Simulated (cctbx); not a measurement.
## Ag3SF with cctbx, script by script

Library: cctbx 2025.11. The data are simulated by the first script.

## 1. Simulate the data

run.py:

```python
from cctbx import adptbx, crystal, miller, sgtbx, xray
from cctbx.array_family import flex
from iotbx.shelx import hklf
from scitbx import matrix
import scitbx.random

cs = crystal.symmetry(unit_cell=(8.564, 8.829, 8.989, 90, 90, 90), space_group_symbol='Hall: F 2 -2')  # Fmm2
atoms = [  # label, site, U (iso, or U11 U22 U33 U12 U13 U23 in A^2), occupancy
    ("Ag1", (0, 0, 0.548), (0.0086, 0.0117, 0.0101, 0.0000, 0.0000, 0.0000), 1),
    ("Ag2", (0.5, 0.7942, 0.7571), (0.0066, 0.0076, 0.0062, 0.0000, 0.0000, -0.0003), 1),
    ("Ag3", (0.25, 0.75, 0.9467), (0.0069, 0.0067, 0.0049, 0.0019, 0.0000, 0.0000), 1),
    ("Ag4", (0, 0, 0.9491), (0.0063, 0.0121, 0.0082, 0.0000, 0.0000, 0.0000), 1),
    ("S1", (0, 0.2477, 0.5072), (0.0060, 0.0107, 0.0099, 0.0000, 0.0000, 0.0022), 1),
    ("F1", (0.2494, 0, 0.7413), (0.0104, 0.0097, 0.0108, 0.0000, -0.0005, 0.0000), 1),
]
xs = xray.structure(crystal_symmetry=cs)
for label, site, u, occ in atoms:
    u = adptbx.u_cif_as_u_star(cs.unit_cell(), u) if isinstance(u, tuple) else u
    xs.add_scatterer(xray.scatterer(label, site=site, u=u, occupancy=occ))
xs.set_inelastic_form_factors(0.71073, "sasaki")
xs.show_summary()
p1 = xs.expand_to_p1()
ms = miller.build_set(p1, anomalous_flag=True, d_min=0.77)
flex.set_random_seed(890996)
scitbx.random.set_random_seed(890996)
ms = ms.select(flex.random_double(ms.size()) < 0.9)
i = ms.structure_factors_from_scatterers(p1, algorithm="direct").f_calc().as_intensity_array().data()
i = i * 40000 / flex.max(i)
sig = flex.sqrt(i + flex.pow2(0.02 * i) + 4 ** 2)
noise = scitbx.random.variate(scitbx.random.normal_distribution())(i.size())
data = ms.array(data=i + sig * noise, sigmas=sig).set_observation_type_xray_intensity()
with open("data.hkl", "w") as f:
    data.export_as_shelx_hklf(f)
print("reflections written:", data.size(), " <I/sigma> = %.1f" % flex.mean(data.data() / data.sigmas()))
for h, a, b in list(data.sort("data"))[:12]:
    print("%4d%4d%4d %9.1f %7.1f" % (h + (a, b)))
```

```console
$ python run.py
```

```text
Number of scatterers: 6
At special positions: 6
Unit cell: (8.564, 8.829, 8.989, 90, 90, 90)
Space group: F m m 2 (No. 42)
reflections written: 5589  <I/sigma> = 6.4
  -4   0   0   40478.0   824.6
   4   0   0   40027.9   824.6
   0   4   0   28937.6   594.9
   0  -4   0   28317.0   594.9
  -2   2  -2   22804.0   462.3
  -2   2   2   21591.4   461.4
   2   2   2   21388.0   461.4
   2  -2   2   20944.3   461.4
   2   2  -2   20913.7   462.3
  -2  -2   2   20892.6   461.4
   2  -2  -2   20680.9   462.3
   4   4   0   19425.5   403.5
```

Run time: 0.23 s on 1 thread of Arm Neoverse V2, on a shared host, peak memory 0.07 GiB.

## 2. Refinement (refined in the given hand)

run.py:

```python
import math
from cctbx import adptbx, crystal, maptbx, sgtbx, xray
from cctbx.array_family import flex
from cctbx.xray import observations
from iotbx.shelx import hklf
from scitbx.lstbx import normal_eqns_solving
from smtbx import absolute_structure, utils
from smtbx.refinement import constraints, least_squares

cs = crystal.symmetry(unit_cell=(8.564, 8.829, 8.989, 90, 90, 90), space_group_symbol='Hall: F 2 -2')  # Fmm2
atoms = [  # label, site, U (iso, or U11 U22 U33 U12 U13 U23 in A^2), occupancy
    ("Ag1", (0, 0, 0.549), 0.0200, 1),
    ("Ag2", (0.5, 0.7936, 0.7559), 0.0200, 1),
    ("Ag3", (0.25, 0.75, 0.9501), 0.0200, 1),
    ("Ag4", (0, 0, 0.9496), 0.0200, 1),
    ("S1", (0, 0.2505, 0.5057), 0.0200, 1),
    ("F1", (0.251, 0, 0.742), 0.0200, 1),
]
xs = xray.structure(crystal_symmetry=cs)
for label, site, u, occ in atoms:
    u = adptbx.u_cif_as_u_star(cs.unit_cell(), u) if isinstance(u, tuple) else u
    xs.add_scatterer(xray.scatterer(label, site=site, u=u, occupancy=occ))
xs.set_inelastic_form_factors(0.71073, "sasaki")
xs.convert_to_anisotropic()
raw = hklf.reader(file_name="data.hkl").as_miller_arrays(crystal_symmetry=cs, anomalous=True)[0]
merged = raw.eliminate_sys_absent().merge_equivalents()
fo2 = merged.array().set_observation_type_xray_intensity()
print("Rint %.3f, %d unique reflections to %.2f A" % (merged.r_int(), fo2.size(), fo2.d_min()))
for sc in xs.scatterers():
    sc.flags.set_grad_site(True)
    sc.flags.set_grad_u_aniso(sc.flags.use_u_aniso())
    sc.flags.set_grad_u_iso(sc.flags.use_u_iso())
obs = fo2.as_xray_observations()
extra = {}
rep = constraints.reparametrisation(xs, [], utils.connectivity_table(xs), **extra)
ls = least_squares.crystallographic_ls(obs, rep, weighting_scheme=least_squares.mainstream_shelx_weighting(a=0, b=0))
print("cycle     R1     wR2    GooF  max shift (A)")
for cycle in range(8):
    ls.build_up()
    r1, wr2, goof = ls.r1_factor(cutoff_factor=2)[0], ls.wR2(), ls.goof()
    old = xs.sites_cart()
    normal_eqns_solving.levenberg_marquardt_iterations(ls, n_max_iterations=3, tau=1e-06, step_threshold=1e-7)
    big = flex.max((xs.sites_cart() - old).norms())
    print("%4d %7.4f %7.4f %7.3f %9.5f" % (cycle + 1, r1, wr2, goof, big))
    ls.build_up(objective_only=True)
    if abs(ls.wR2() - wr2) < 5e-5 and big < 5e-4:
        break
ls.build_up()
print("final R1 %.4f wR2 %.4f GooF %.3f  parameters %d  data/parameter %.1f" % (ls.r1_factor(cutoff_factor=2)[0], ls.wR2(), ls.goof(), ls.n_parameters, fo2.size() / ls.n_parameters))
cov = ls.covariance_matrix_and_annotations()
su = dict(zip(cov.annotations, (math.sqrt(max(v, 0)) for v in cov.matrix.matrix_packed_u_diagonal())))
a2 = cs.unit_cell().reciprocal_parameters()[0] ** -2
print("atom        x        y        z      Ueq    occ   su(xyz)  su(Uiso or U11)")
for sc in xs.scatterers():
    s = max(su.get(sc.label + k, 0) for k in (".x", ".y", ".z"))
    npd = "" if sc.is_positive_definite_u(cs.unit_cell()) else "  NPD"
    print("%-5s %8.5f %8.5f %8.5f %8.4f %6.3f %8.5f %7.4f%s" % ((sc.label,) + sc.site + (sc.u_iso_or_equiv(cs.unit_cell()), sc.occupancy, s, su.get(sc.label + ".uiso", su.get(sc.label + ".u11", 0) * a2), npd)))
fc = fo2.structure_factors_from_scatterers(xs, algorithm="direct").f_calc()
absolute_structure.flack_analysis(xs, fo2.as_xray_observations()).show()
h = absolute_structure.hooft_analysis(fo2, fc, scale_factor=ls.scale_factor())
print("Hooft y: %.3f(%.0f)  Bijvoet pairs: %d" % (h.hooft_y, 1000 * h.sigma_y, h.n_bijvoet_pairs))
fo = fo2.f_sq_as_f()
fc = fo.structure_factors_from_scatterers(xs, algorithm="direct").f_calc()
diff = fo.f_obs_minus_f_calc(1 / math.sqrt(ls.scale_factor()), fc).average_bijvoet_mates()
m = diff.fft_map(symmetry_flags=maptbx.use_space_group_symmetry, resolution_factor=0.25).apply_volume_scaling()
print("difference map: max %.2f min %.2f rms %.2f" % (m.statistics().max(), m.statistics().min(), m.statistics().sigma()))
peaks = m.peak_search(parameters=maptbx.peak_search_parameters(min_distance_sym_equiv=0.6, max_clusters=6)).all()
near = xs.closest_distances(peaks.sites(), distance_cutoff=4)
sps = cs.special_position_settings(min_distance_sym_equiv=0.5)
for k, (x, h) in enumerate(zip(peaks.sites(), peaks.heights())):
    ss = sps.site_symmetry(x)
    print("Q%-3d %7.4f %7.4f %7.4f %4d %7.2f  %.2f A from %s" % ((k + 1,) + tuple(t % 1 for t in ss.exact_site()) + (ss.multiplicity(), h, near.smallest_distances[k], xs.scatterers()[near.i_seqs[k]].label)))
```

```console
$ python run.py
```

```text
Rint 0.018, 435 unique reflections to 0.77 A
cycle     R1     wR2    GooF  max shift (A)
   1  0.1086  0.2310  11.540   0.03390
   2  0.0077  0.0183   0.915   0.00006
final R1 0.0077 wR2 0.0183 GooF 0.915  parameters 31  data/parameter 14.0
atom        x        y        z      Ueq    occ   su(xyz)  su(Uiso or U11)
Ag1    0.00000  0.00000  0.54886   0.0100  1.000  0.00004  0.0002
Ag2    0.50000  0.79419  0.75798   0.0067  1.000  0.00003  0.0001
Ag3    0.25000  0.75000  0.94749   0.0061  1.000  0.00004  0.0001
Ag4    0.00000  0.00000  0.94999   0.0087  1.000  0.00004  0.0002
S1     0.00000  0.24747  0.50802   0.0084  1.000  0.00017  0.0004
F1     0.24919  0.00000  0.74226   0.0102  1.000  0.00028  0.0011
Flack x: -0.03(7)
Hooft y: 0.022(55)  Bijvoet pairs: 203
difference map: max 0.40 min -0.31 rms 0.08
Q1    0.0000  0.0000  0.2041    4    0.40  1.88 A from Ag2
Q2    0.0476  0.2052  0.3618   16    0.27  1.02 A from Ag2
Q3    0.0000  0.0888  0.6050    8    0.26  0.93 A from Ag1
Q4    0.1239  0.0000  0.7720    8    0.26  1.11 A from F1
Q5    0.0000  0.0000  0.1124    4    0.25  1.46 A from Ag4
Q6    0.2500  0.2500  0.2034    8    0.25  2.19 A from Ag3
```

Time: 0.4 s.

## 3. Refinement

run.py, as its changes from the last script of this kind:

```diff
@@ -12,6 +12,6 @@
-    ("Ag1", (0, 0, 0.549), 0.0200, 1),
-    ("Ag2", (0.5, 0.7936, 0.7559), 0.0200, 1),
-    ("Ag3", (0.25, 0.75, 0.9501), 0.0200, 1),
-    ("Ag4", (0, 0, 0.9496), 0.0200, 1),
-    ("S1", (0, 0.2505, 0.5057), 0.0200, 1),
-    ("F1", (0.251, 0, 0.742), 0.0200, 1),
+    ("Ag1", (0, 0, 0.45114), 0.0100, 1),
+    ("Ag2", (0.5, 0.20581, 0.24202), 0.0067, 1),
+    ("Ag3", (0.75, 0.25, 0.05251), 0.0061, 1),
+    ("Ag4", (0, 0, 0.05001), 0.0087, 1),
+    ("S1", (0, 0.75253, 0.49198), 0.0084, 1),
+    ("F1", (0.75081, 0, 0.25774), 0.0102, 1),
```

```console
$ python run.py
```

```text
Rint 0.018, 435 unique reflections to 0.77 A
cycle     R1     wR2    GooF  max shift (A)
   1  0.0174  0.0442   2.207   0.00117
   2  0.0103  0.0258   1.291   0.00000
final R1 0.0103 wR2 0.0258 GooF 1.291  parameters 31  data/parameter 14.0
atom        x        y        z      Ueq    occ   su(xyz)  su(Uiso or U11)
Ag1    0.00000  0.00000  0.45117   0.0101  1.000  0.00006  0.0003
Ag2    0.50000  0.20581  0.24200   0.0067  1.000  0.00004  0.0002
Ag3    0.75000  0.25000  0.05250   0.0060  1.000  0.00005  0.0002
Ag4    0.00000  0.00000  0.05000   0.0087  1.000  0.00006  0.0003
S1     0.00000  0.75252  0.49198   0.0085  1.000  0.00025  0.0005
F1     0.75082  0.00000  0.25787   0.0105  1.000  0.00040  0.0016
Flack x: 1.03(7)
Hooft y: 0.980(55)  Bijvoet pairs: 203
difference map: max 0.41 min -0.30 rms 0.08
Q1    0.0000  0.0000  0.7950    4    0.41  1.88 A from Ag2
Q2    0.0000  0.0000  0.7111    4    0.27  1.84 A from Ag2
Q3    0.1226  0.0000  0.2273    8    0.26  1.12 A from F1
Q4    0.0425  0.2052  0.6409   16    0.26  0.98 A from Ag2
Q5    0.2500  0.2500  0.2969    8    0.26  2.20 A from Ag3
Q6    0.0000  0.0907  0.3935    8    0.25  0.95 A from Ag1
```

Time: 0.38 s.

This run holds a fault made on purpose: the structure inverted.

## 4. Simulate the data

run.py, as its changes from the last script of this kind:

```diff
@@ -20 +20 @@
-xs.set_inelastic_form_factors(0.71073, "sasaki")
+xs.set_inelastic_form_factors(1.54184, "sasaki")
@@ -23,3 +23,3 @@
-ms = miller.build_set(p1, anomalous_flag=True, d_min=0.77)
-flex.set_random_seed(890996)
-scitbx.random.set_random_seed(890996)
+ms = miller.build_set(p1, anomalous_flag=True, d_min=0.83)
+flex.set_random_seed(264836)
+scitbx.random.set_random_seed(264836)
@@ -28,2 +28,2 @@
-i = i * 40000 / flex.max(i)
-sig = flex.sqrt(i + flex.pow2(0.02 * i) + 4 ** 2)
+i = i * 70000 / flex.max(i)
+sig = flex.sqrt(i + flex.pow2(0.06 * i) + 15 ** 2)
```

```console
$ python run.py
```

```text
Number of scatterers: 6
At special positions: 6
Unit cell: (8.564, 8.829, 8.989, 90, 90, 90)
Space group: F m m 2 (No. 42)
reflections written: 4459  <I/sigma> = 3.4
  -4   0   0   70073.0  4208.4
   2   2   2   39824.5  2298.8
  -2  -2   2   39406.1  2298.8
  -2   2   2   38430.9  2298.8
   2  -2  -2   38166.5  2313.1
  -2  -2  -2   37730.2  2313.1
   2  -2   2   36557.3  2298.8
  -2   2  -2   36204.2  2313.1
  -4  -4   0   35878.4  2023.3
   4  -4   0   32517.4  2023.3
  -4   4   0   32363.1  2023.3
   4   4   0   31746.3  2023.3
```

Time: 0.24 s.

## 5. Refinement (refined in the given hand)

run.py, as its changes from the last script of this kind:

```diff
@@ -12,6 +12,6 @@
-    ("Ag1", (0, 0, 0.45114), 0.0100, 1),
-    ("Ag2", (0.5, 0.20581, 0.24202), 0.0067, 1),
-    ("Ag3", (0.75, 0.25, 0.05251), 0.0061, 1),
-    ("Ag4", (0, 0, 0.05001), 0.0087, 1),
-    ("S1", (0, 0.75253, 0.49198), 0.0084, 1),
-    ("F1", (0.75081, 0, 0.25774), 0.0102, 1),
+    ("Ag1", (0, 0, 0.5509), 0.0200, 1),
+    ("Ag2", (0.5, 0.7948, 0.7594), 0.0200, 1),
+    ("Ag3", (0.25, 0.75, 0.946), 0.0200, 1),
+    ("Ag4", (0, 0, 0.951), 0.0200, 1),
+    ("S1", (0, 0.2485, 0.5084), 0.0200, 1),
+    ("F1", (0.2504, 0, 0.7369), 0.0200, 1),
@@ -23 +23 @@
-xs.set_inelastic_form_factors(0.71073, "sasaki")
+xs.set_inelastic_form_factors(1.54184, "sasaki")
```

```console
$ python run.py
```

```text
Rint 0.042, 357 unique reflections to 0.83 A
cycle     R1     wR2    GooF  max shift (A)
   1  0.0955  0.2223   5.442   0.05948
   2  0.0158  0.0397   0.972   0.00008
final R1 0.0158 wR2 0.0397 GooF 0.972  parameters 31  data/parameter 11.5
atom        x        y        z      Ueq    occ   su(xyz)  su(Uiso or U11)
Ag1    0.00000  0.00000  0.54963   0.0100  1.000  0.00009  0.0005
Ag2    0.50000  0.79418  0.75863   0.0068  1.000  0.00007  0.0003
Ag3    0.25000  0.75000  0.94815   0.0061  1.000  0.00009  0.0003
Ag4    0.00000  0.00000  0.95063   0.0089  1.000  0.00010  0.0005
S1     0.00000  0.24723  0.50861   0.0085  1.000  0.00027  0.0009
F1     0.24929  0.00000  0.74342   0.0096  1.000  0.00062  0.0027
Flack x: -0.02(4)
Hooft y: -0.015(29)  Bijvoet pairs: 166
difference map: max 0.90 min -0.95 rms 0.18
Q1    0.0000  0.0000  0.0854    4    0.90  1.21 A from Ag4
Q2    0.0491  0.0000  0.2010    8    0.68  1.77 A from F1
Q3    0.0000  0.0742  0.3129    8    0.67  1.26 A from Ag2
Q4    0.0000  0.1625  0.5070    8    0.63  0.75 A from S1
Q5    0.0463  0.0000  0.4394    8    0.58  1.07 A from Ag1
Q6    0.0000  0.1559  0.0240    8    0.58  0.87 A from S1
```

Time: 0.42 s.

## 6. Simulate the data

run.py, as its changes from the last script of this kind:

```diff
@@ -24,2 +24,2 @@
-flex.set_random_seed(264836)
-scitbx.random.set_random_seed(264836)
+flex.set_random_seed(186940)
+scitbx.random.set_random_seed(186940)
@@ -28,2 +28,6 @@
-i = i * 70000 / flex.max(i)
-sig = flex.sqrt(i + flex.pow2(0.06 * i) + 15 ** 2)
+law = matrix.sqr((-1, 0, 0, 0, -1, 0, 0, 0, -1))
+mate = flex.miller_index([tuple(matrix.row(h) * law) for h in ms.indices()])
+i2 = ms.customized_copy(indices=mate).structure_factors_from_scatterers(p1, algorithm="direct").f_calc().as_intensity_array().data()
+i = (1 - 0.15) * i + 0.15 * i2
+i = i * 5000 / flex.max(i)
+sig = flex.sqrt(i + flex.pow2(0.04 * i) + 8 ** 2)
```

```console
$ python run.py
```

```text
Number of scatterers: 6
At special positions: 6
Unit cell: (8.564, 8.829, 8.989, 90, 90, 90)
Space group: F m m 2 (No. 42)
reflections written: 4524  <I/sigma> = 2.5
  -4   0   0    4999.8   212.3
   4   0   0    4554.5   212.3
   0   4   0    3426.9   154.5
  -2  -2  -2    2823.2   121.8
  -2   2  -2    2778.4   121.8
  -2   2   2    2775.6   121.3
  -2  -2   2    2759.1   121.3
   2  -2  -2    2676.6   121.8
   2   2  -2    2661.9   121.8
   2  -2   2    2654.6   121.3
   2   2   2    2576.3   121.3
   4  -4   0    2446.7   108.0
```

It took 0.25 s on 1 thread of Arm Neoverse V2, with other jobs on the host, peak memory 0.07 GiB.

[Logs are printed without paths, hosts, clocks, repeated set-up lines and the standing remarks that a program may print on its own settings, such as how far it seeks lower states.]
